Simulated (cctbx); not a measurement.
## A crystallographic session in cctbx: KDy3Al3Cu2

Library: cctbx 2025.11. The data are simulated by the first script.

## 1. Simulate the data

run.py:

```python
from cctbx import adptbx, crystal, miller, sgtbx, xray
from cctbx.array_family import flex
from iotbx.shelx import hklf
from scitbx import matrix
import scitbx.random

cs = crystal.symmetry(unit_cell=(7.739, 7.739, 4.337, 90, 90, 120), space_group_symbol='Hall: P -6 -2')  # P-62m
atoms = [  # label, site, U (iso, or U11 U22 U33 U12 U13 U23 in A^2), occupancy
    ("Dy1", (0.4108, 0, 0.5), 0.0060, 1),
    ("Cu1", (2/3, 1/3, 0), 0.0076, 1),
    ("K1", (0, 0, 0.5), 0.0088, 1),
    ("Al1", (0.7662, 0, 0), 0.0091, 1),
]
xs = xray.structure(crystal_symmetry=cs)
for label, site, u, occ in atoms:
    u = adptbx.u_cif_as_u_star(cs.unit_cell(), u) if isinstance(u, tuple) else u
    xs.add_scatterer(xray.scatterer(label, site=site, u=u, occupancy=occ))
xs.set_inelastic_form_factors(0.71073, "sasaki")
xs.show_summary()
p1 = xs.expand_to_p1()
ms = miller.build_set(p1, anomalous_flag=True, d_min=0.77)
flex.set_random_seed(177517)
scitbx.random.set_random_seed(177517)
ms = ms.select(flex.random_double(ms.size()) < 0.95)
i = ms.structure_factors_from_scatterers(p1, algorithm="direct").f_calc().as_intensity_array().data()
i = i * 5000 / flex.max(i)
sig = flex.sqrt(i + flex.pow2(0.03 * i) + 15 ** 2)
noise = scitbx.random.variate(scitbx.random.normal_distribution())(i.size())
data = ms.array(data=i + sig * noise, sigmas=sig).set_observation_type_xray_intensity()
with open("data.hkl", "w") as f:
    data.export_as_shelx_hklf(f)
print("reflections written:", data.size(), " <I/sigma> = %.1f" % flex.mean(data.data() / data.sigmas()))
for h, a, b in list(data.sort("data"))[:12]:
    print("%4d%4d%4d %9.1f %7.1f" % (h + (a, b)))
```

```console
$ python run.py
```

```text
Number of scatterers: 4
At special positions: 4
Unit cell: (7.739, 7.739, 4.337, 90, 90, 120)
Space group: P -6 2 m (No. 189)
reflections written: 1962  <I/sigma> = 11.1
   0   0   2    4937.2   166.5
   0   0  -2    4905.0   166.5
  -1   2  -1    2416.9    85.5
   2  -1   1    2382.6    85.5
   2  -1  -1    2377.9    85.5
  -2   1  -1    2377.3    84.1
   1  -2  -1    2325.1    84.1
  -2   1   1    2318.4    84.1
  -1  -1  -1    2312.0    85.5
   1  -2   1    2311.0    84.1
   1   1   1    2306.0    84.1
  -1   2   1    2269.1    85.5
```

It took 0.28 s on 1 thread of Arm Neoverse V2, on a shared host, peak memory 0.07 GiB.

## 2. Refinement (right model, isotropic)

run.py:

```python
import math
from cctbx import adptbx, crystal, maptbx, sgtbx, xray
from cctbx.array_family import flex
from cctbx.xray import observations
from iotbx.shelx import hklf
from scitbx.lstbx import normal_eqns_solving
from smtbx import absolute_structure, utils
from smtbx.refinement import constraints, least_squares

cs = crystal.symmetry(unit_cell=(7.739, 7.739, 4.337, 90, 90, 120), space_group_symbol='Hall: P -6 -2')  # P-62m
atoms = [  # label, site, U (iso, or U11 U22 U33 U12 U13 U23 in A^2), occupancy
    ("Dy1", (0.4103, 0, 0.5), 0.0200, 1),
    ("Cu1", (2/3, 1/3, 0), 0.0200, 1),
    ("K1", (0, 0, 0.5), 0.0200, 1),
    ("Al1", (0.7677, 0, 0), 0.0200, 1),
]
xs = xray.structure(crystal_symmetry=cs)
for label, site, u, occ in atoms:
    u = adptbx.u_cif_as_u_star(cs.unit_cell(), u) if isinstance(u, tuple) else u
    xs.add_scatterer(xray.scatterer(label, site=site, u=u, occupancy=occ))
xs.set_inelastic_form_factors(0.71073, "sasaki")
raw = hklf.reader(file_name="data.hkl").as_miller_arrays(crystal_symmetry=cs, anomalous=True)[0]
merged = raw.eliminate_sys_absent().merge_equivalents()
fo2 = merged.array().set_observation_type_xray_intensity()
print("Rint %.3f, %d unique reflections to %.2f A" % (merged.r_int(), fo2.size(), fo2.d_min()))
for sc in xs.scatterers():
    sc.flags.set_grad_site(True)
    sc.flags.set_grad_u_aniso(sc.flags.use_u_aniso())
    sc.flags.set_grad_u_iso(sc.flags.use_u_iso())
obs = fo2.as_xray_observations()
extra = {}
rep = constraints.reparametrisation(xs, [], utils.connectivity_table(xs), **extra)
ls = least_squares.crystallographic_ls(obs, rep, weighting_scheme=least_squares.mainstream_shelx_weighting(a=0, b=0))
print("cycle     R1     wR2    GooF  max shift (A)")
for cycle in range(8):
    ls.build_up()
    r1, wr2, goof = ls.r1_factor(cutoff_factor=2)[0], ls.wR2(), ls.goof()
    old = xs.sites_cart()
    normal_eqns_solving.levenberg_marquardt_iterations(ls, n_max_iterations=3, tau=1e-06, step_threshold=1e-7)
    big = flex.max((xs.sites_cart() - old).norms())
    print("%4d %7.4f %7.4f %7.3f %9.5f" % (cycle + 1, r1, wr2, goof, big))
    ls.build_up(objective_only=True)
    if abs(ls.wR2() - wr2) < 5e-5 and big < 5e-4:
        break
ls.build_up()
print("final R1 %.4f wR2 %.4f GooF %.3f  parameters %d  data/parameter %.1f" % (ls.r1_factor(cutoff_factor=2)[0], ls.wR2(), ls.goof(), ls.n_parameters, fo2.size() / ls.n_parameters))
cov = ls.covariance_matrix_and_annotations()
su = dict(zip(cov.annotations, (math.sqrt(max(v, 0)) for v in cov.matrix.matrix_packed_u_diagonal())))
a2 = cs.unit_cell().reciprocal_parameters()[0] ** -2
print("atom        x        y        z      Ueq    occ   su(xyz)  su(Uiso or U11)")
for sc in xs.scatterers():
    s = max(su.get(sc.label + k, 0) for k in (".x", ".y", ".z"))
    npd = "" if sc.is_positive_definite_u(cs.unit_cell()) else "  NPD"
    print("%-5s %8.5f %8.5f %8.5f %8.4f %6.3f %8.5f %7.4f%s" % ((sc.label,) + sc.site + (sc.u_iso_or_equiv(cs.unit_cell()), sc.occupancy, s, su.get(sc.label + ".uiso", su.get(sc.label + ".u11", 0) * a2), npd)))
fo = fo2.f_sq_as_f()
fc = fo.structure_factors_from_scatterers(xs, algorithm="direct").f_calc()
diff = fo.f_obs_minus_f_calc(1 / math.sqrt(ls.scale_factor()), fc).average_bijvoet_mates()
m = diff.fft_map(symmetry_flags=maptbx.use_space_group_symmetry, resolution_factor=0.25).apply_volume_scaling()
print("difference map: max %.2f min %.2f rms %.2f" % (m.statistics().max(), m.statistics().min(), m.statistics().sigma()))
peaks = m.peak_search(parameters=maptbx.peak_search_parameters(min_distance_sym_equiv=0.6, max_clusters=6)).all()
near = xs.closest_distances(peaks.sites(), distance_cutoff=4)
sps = cs.special_position_settings(min_distance_sym_equiv=0.5)
for k, (x, h) in enumerate(zip(peaks.sites(), peaks.heights())):
    ss = sps.site_symmetry(x)
    print("Q%-3d %7.4f %7.4f %7.4f %4d %7.2f  %.2f A from %s" % ((k + 1,) + tuple(t % 1 for t in ss.exact_site()) + (ss.multiplicity(), h, near.smallest_distances[k], xs.scatterers()[near.i_seqs[k]].label)))
```

```console
$ python run.py
```

```text
Rint 0.053, 222 unique reflections to 0.77 A
cycle     R1     wR2    GooF  max shift (A)
   1  0.1120  0.2286   8.456   0.00947
   2  0.0125  0.0259   0.959   0.00000
final R1 0.0125 wR2 0.0259 GooF 0.959  parameters 6  data/parameter 37.0
atom        x        y        z      Ueq    occ   su(xyz)  su(Uiso or U11)
Dy1    0.41084  0.00000  0.50000   0.0063  1.000  0.00006  0.0001
Cu1    0.66667  0.33333  0.00000   0.0080  1.000  0.00000  0.0003
K1     0.00000  0.00000  0.50000   0.0097  1.000  0.00000  0.0007
Al1    0.76648  0.00000  0.00000   0.0092  1.000  0.00039  0.0006
difference map: max 1.19 min -0.73 rms 0.20
Q1    0.0000  0.0000  0.2805    2    1.22  0.95 A from K1
Q2    0.1632  0.4961  0.2227   12    0.77  1.63 A from Dy1
Q3    0.0674  0.8500  0.0000    6    0.70  0.59 A from Al1
Q4    0.0000  0.9470  0.5000    3    0.69  0.41 A from K1
Q5    0.0938  0.2941  0.5000    6    0.66  1.41 A from Dy1
Q6    0.1476  0.4513  0.0000    6    0.63  1.56 A from Cu1
```

Time: 0.42 s.

## 3. Refinement (right model, anisotropic)

run.py, as its changes from the last script of this kind:

```diff
@@ -12,4 +12,4 @@
-    ("Dy1", (0.4103, 0, 0.5), 0.0200, 1),
-    ("Cu1", (2/3, 1/3, 0), 0.0200, 1),
-    ("K1", (0, 0, 0.5), 0.0200, 1),
-    ("Al1", (0.7677, 0, 0), 0.0200, 1),
+    ("Dy1", (0.41084, 0, 0.5), 0.0063, 1),
+    ("Cu1", (2/3, 1/3, 0), 0.0080, 1),
+    ("K1", (0, 0, 0.5), 0.0097, 1),
+    ("Al1", (0.76648, 0, 0), 0.0092, 1),
@@ -21,0 +22 @@
+xs.convert_to_anisotropic()
@@ -54,0 +56,4 @@
+fc = fo2.structure_factors_from_scatterers(xs, algorithm="direct").f_calc()
+absolute_structure.flack_analysis(xs, fo2.as_xray_observations()).show()
+h = absolute_structure.hooft_analysis(fo2, fc, scale_factor=ls.scale_factor())
+print("Hooft y: %.3f(%.0f)  Bijvoet pairs: %d" % (h.hooft_y, 1000 * h.sigma_y, h.n_bijvoet_pairs))
```

```console
$ python run.py
```

```text
Rint 0.053, 222 unique reflections to 0.77 A
cycle     R1     wR2    GooF  max shift (A)
   1  0.0125  0.0259   0.973   0.00043
   2  0.0123  0.0254   0.954   0.00000
final R1 0.0123 wR2 0.0254 GooF 0.954  parameters 12  data/parameter 18.5
atom        x        y        z      Ueq    occ   su(xyz)  su(Uiso or U11)
Dy1    0.41084  0.00000  0.50000   0.0063  1.000  0.00006  0.0002
Cu1    0.66667  0.33333  0.00000   0.0080  1.000  0.00000  0.0005
K1     0.00000  0.00000  0.50000   0.0098  1.000  0.00000  0.0011
Al1    0.76654  0.00000  0.00000   0.0093  1.000  0.00042  0.0013
Flack x: 0.06(5)
Hooft y: -0.011(37)  Bijvoet pairs: 88
difference map: max 1.14 min -0.77 rms 0.19
Q1    0.0000  0.0000  0.2898    2    1.15  0.91 A from K1
Q2    0.1632  0.4945  0.2284   12    0.76  1.61 A from Dy1
Q3    0.0964  0.2892  0.5000    6    0.65  1.46 A from Dy1
Q4    0.1484  0.4505  0.0000    6    0.63  1.57 A from Cu1
Q5    0.3333  0.6667  0.2459    4    0.58  1.07 A from Cu1
Q6    0.0698  0.8491  0.0000    6    0.58  0.60 A from Al1
```

Time: 0.43 s.

## 4. Refinement

run.py, as its changes from the last script of this kind:

```diff
@@ -21 +21 @@
-xs.set_inelastic_form_factors(0.71073, "sasaki")
+xs.set_inelastic_form_factors(1.54184, "sasaki")
@@ -36 +36 @@
-for cycle in range(8):
+for cycle in range(12):
@@ -56,4 +55,0 @@
-fc = fo2.structure_factors_from_scatterers(xs, algorithm="direct").f_calc()
-absolute_structure.flack_analysis(xs, fo2.as_xray_observations()).show()
-h = absolute_structure.hooft_analysis(fo2, fc, scale_factor=ls.scale_factor())
-print("Hooft y: %.3f(%.0f)  Bijvoet pairs: %d" % (h.hooft_y, 1000 * h.sigma_y, h.n_bijvoet_pairs))
```

```console
$ python run.py
```

```text
Rint 0.053, 222 unique reflections to 0.77 A
cycle     R1     wR2    GooF  max shift (A)
   1  0.0720  0.1466   5.500   0.02271
   2  0.0526  0.1052   3.946   0.00011
final R1 0.0526 wR2 0.1052 GooF 3.946  parameters 12  data/parameter 18.5
atom        x        y        z      Ueq    occ   su(xyz)  su(Uiso or U11)
Dy1    0.41082  0.00000  0.50000   0.0020  1.000  0.00023  0.0006
Cu1    0.66667  0.33333  0.00000   0.0115  1.000  0.00000  0.0021
K1     0.00000  0.00000  0.50000   0.0243  1.000  0.00000  0.0051
Al1    0.76940  0.00000  0.00000   0.0264  1.000  0.00224  0.0068
difference map: max 2.25 min -1.66 rms 0.38
Q1    0.1478  0.6579  0.0000    6    2.33  1.40 A from Cu1
Q2    0.0000  0.4193  0.5000    3    2.12  0.07 A from Dy1
Q3    0.0897  0.7444  0.0000    6    1.81  0.81 A from Al1
Q4    0.0000  0.8066  0.5000    3    1.47  1.50 A from K1
Q5    0.0000  0.1705  0.0000    3    0.99  1.60 A from Al1
Q6    0.0000  0.6923  0.5000    3    0.99  2.18 A from Dy1
```

Time: 0.46 s.

This run holds a fault made on purpose: dispersion terms of the wrong wavelength.

## 5. Refinement

run.py, as its changes from the last script of this kind:

```diff
@@ -12,2 +12,2 @@
-    ("Dy1", (0.41084, 0, 0.5), 0.0063, 1),
-    ("Cu1", (2/3, 1/3, 0), 0.0080, 1),
+    ("Dy1", (0.58916, 0, 0.5), 0.0063, 1),
+    ("Cu1", (1/3, 2/3, 0), 0.0080, 1),
@@ -15 +15 @@
-    ("Al1", (0.76648, 0, 0), 0.0092, 1),
+    ("Al1", (0.23352, 0, 0), 0.0092, 1),
@@ -21 +21 @@
-xs.set_inelastic_form_factors(1.54184, "sasaki")
+xs.set_inelastic_form_factors(0.71073, "sasaki")
@@ -55,0 +56,4 @@
+fc = fo2.structure_factors_from_scatterers(xs, algorithm="direct").f_calc()
+absolute_structure.flack_analysis(xs, fo2.as_xray_observations()).show()
+h = absolute_structure.hooft_analysis(fo2, fc, scale_factor=ls.scale_factor())
+print("Hooft y: %.3f(%.0f)  Bijvoet pairs: %d" % (h.hooft_y, 1000 * h.sigma_y, h.n_bijvoet_pairs))
```

```console
$ python run.py
```

```text
Rint 0.053, 222 unique reflections to 0.77 A
cycle     R1     wR2    GooF  max shift (A)
   1  0.0253  0.0571   2.141   0.00432
   2  0.0249  0.0565   2.120   0.00000
final R1 0.0249 wR2 0.0565 GooF 2.120  parameters 12  data/parameter 18.5
atom        x        y        z      Ueq    occ   su(xyz)  su(Uiso or U11)
Dy1    0.58913  0.00000  0.50000   0.0062  1.000  0.00012  0.0003
Cu1    0.33333  0.66667  0.00000   0.0082  1.000  0.00000  0.0011
K1     0.00000  0.00000  0.50000   0.0108  1.000  0.00000  0.0025
Al1    0.23296  0.00000  0.00000   0.0108  1.000  0.00100  0.0031
Flack x: 0.94(5)
Hooft y: 1.022(38)  Bijvoet pairs: 88
difference map: max 1.09 min -0.78 rms 0.19
Q1    0.0000  0.0000  0.2919    2    1.09  0.90 A from K1
Q2    0.1612  0.6738  0.2381   12    0.79  1.57 A from Dy1
Q3    0.0000  0.1963  0.5000    3    0.68  1.52 A from K1
Q4    0.3333  0.6667  0.2415    4    0.67  1.05 A from Cu1
Q5    0.0926  0.8023  0.5000    6    0.65  1.43 A from Dy1
Q6    0.1523  0.7093  0.0000    6    0.59  1.59 A from Cu1
```

Time: 0.46 s.

This run holds a fault made on purpose: the structure inverted.

## 6. Refinement

run.py, as its changes from the last script of this kind:

```diff
@@ -12,2 +12,2 @@
-    ("Dy1", (0.58916, 0, 0.5), 0.0063, 1),
-    ("Cu1", (1/3, 2/3, 0), 0.0080, 1),
+    ("Dy1", (0.41084, 0, 0.5), 0.0063, 1),
+    ("Cu1", (2/3, 1/3, 0), 0.0080, 1),
@@ -15 +14,0 @@
-    ("Al1", (0.23352, 0, 0), 0.0092, 1),
@@ -56,4 +54,0 @@
-fc = fo2.structure_factors_from_scatterers(xs, algorithm="direct").f_calc()
-absolute_structure.flack_analysis(xs, fo2.as_xray_observations()).show()
-h = absolute_structure.hooft_analysis(fo2, fc, scale_factor=ls.scale_factor())
-print("Hooft y: %.3f(%.0f)  Bijvoet pairs: %d" % (h.hooft_y, 1000 * h.sigma_y, h.n_bijvoet_pairs))
```

```console
$ python run.py
```

```text
Rint 0.053, 222 unique reflections to 0.77 A
cycle     R1     wR2    GooF  max shift (A)
   1  0.0957  0.2025   7.525   0.00027
   2  0.0918  0.1973   7.332   0.00000
final R1 0.0918 wR2 0.1973 GooF 7.332  parameters 8  data/parameter 27.8
atom        x        y        z      Ueq    occ   su(xyz)  su(Uiso or U11)
Dy1    0.41080  0.00000  0.50000   0.0052  1.000  0.00042  0.0012
Cu1    0.66667  0.33333  0.00000   0.0107  1.000  0.00000  0.0041  NPD
K1     0.00000  0.00000  0.50000   0.0112  1.000  0.00000  0.0091
difference map: max 26.36 min -5.63 rms 1.43
Q1    0.0000  0.7789  0.0000    3   26.37  2.76 A from K1
Q2    0.0000  0.0000  0.0000    1    7.91  2.17 A from K1
Q3    0.0000  0.6803  0.5000    3    6.65  2.09 A from Dy1
Q4    0.2278  0.5814  0.0000    6    5.64  0.75 A from Cu1
Q5    0.1961  0.4336  0.0000    6    3.74  1.57 A from Cu1
Q6    0.0000  0.4215  0.5000    3    3.40  0.08 A from Dy1
```

Run time: 0.43 s on 1 thread of Arm Neoverse V2, on a shared host, peak memory 0.09 GiB.

This run holds a fault made on purpose: atom left out: Al1.

[Logs are printed without paths, hosts, clocks, repeated set-up lines and the standing remarks that a program may print on its own settings, such as how far it seeks lower states.]
